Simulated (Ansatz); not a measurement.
TiO2 (Anatase), computed twice by G0W0.

The structure is tetragonal, space group I4_1/amd (No. 141). Conventional cell: a = 3.784 Å, b = 3.784 Å, c = 9.515 Å, α = 90.00°, β = 90.00°, γ = 90.00°. Nearest to Ti lie 6 O at 1.93 to 1.98 Å. O has 3 Ti at 1.93 to 1.98 Å nearest. Farther neighbours and most contacts between anions are not listed.

```yaml
crystal:
  lattice:
    - [-1.89210, 1.89210, 4.75730]
    - [1.89210, -1.89210, 4.75730]
    - [1.89210, 1.89210, -4.75730]
  atoms:
    - { symbol: Ti, position: [0.00000, 0.00000, 0.00000] }
    - { symbol: Ti, position: [0.75000, 0.25000, 0.50000] }
    - { symbol: O, position: [0.20810, 0.20810, 0.00000] }
    - { symbol: O, position: [0.95810, 0.45810, 0.50000] }
    - { symbol: O, position: [0.54190, 0.04190, 0.50000] }
    - { symbol: O, position: [0.79190, 0.79190, 0.00000] }
```

The cell and positions come from the Crystallography Open Database and are kept as given unless a step says otherwise. PAW set soft_2, made with PBE.

The first (Ansatz 0.2.0; start PBE, 6×6×6 mesh, 154 empty bands, screening to 300 eV; 1 × NVIDIA H100 80GB HBM3 (shared by 6 runs) with 2 threads of AMD EPYC 7R13 (Zen 3), shared host) gave, on its mesh: starting gap 2.17 eV, G0W0 gap 3.64 eV, RPA ε∞ (mean) 6.35, 43 s.

Q: The second changes start from PBE to LDA and screening cutoff (eV) from 300 to 100. What does it give?

It gave: starting gap 2.06 eV, G0W0 gap 3.66 eV, RPA ε∞ (mean) 6.67, 23 s. The G0W0 gap moves by +0.03 eV, −0.11 eV from the start and +0.13 eV from the correction. Σc changes by −0.10 eV at the valence top and −0.07 eV at the conduction bottom, and Σx − Vxc between them by +0.10 eV.

Limits: not at the basis limit.

[Paths, hosts, dates, memory and timing lines, banners, echoed tables and standing remarks are left out of the program output.]

[Logs are printed without paths, hosts, clocks, repeated set-up lines and the standing remarks that a program may print on its own settings, such as how far it seeks lower states.]

[Runs of the session that timed out or met a known fault of the program may be left out.]

[Cells called generated may have been cut or substituted from an entry of the Crystallography Open Database or the Materials Project.]

[Hosts, paths, dates, database ids (printed as entryN), source tags and the programs' standing remarks are cut or masked in the printed files.]
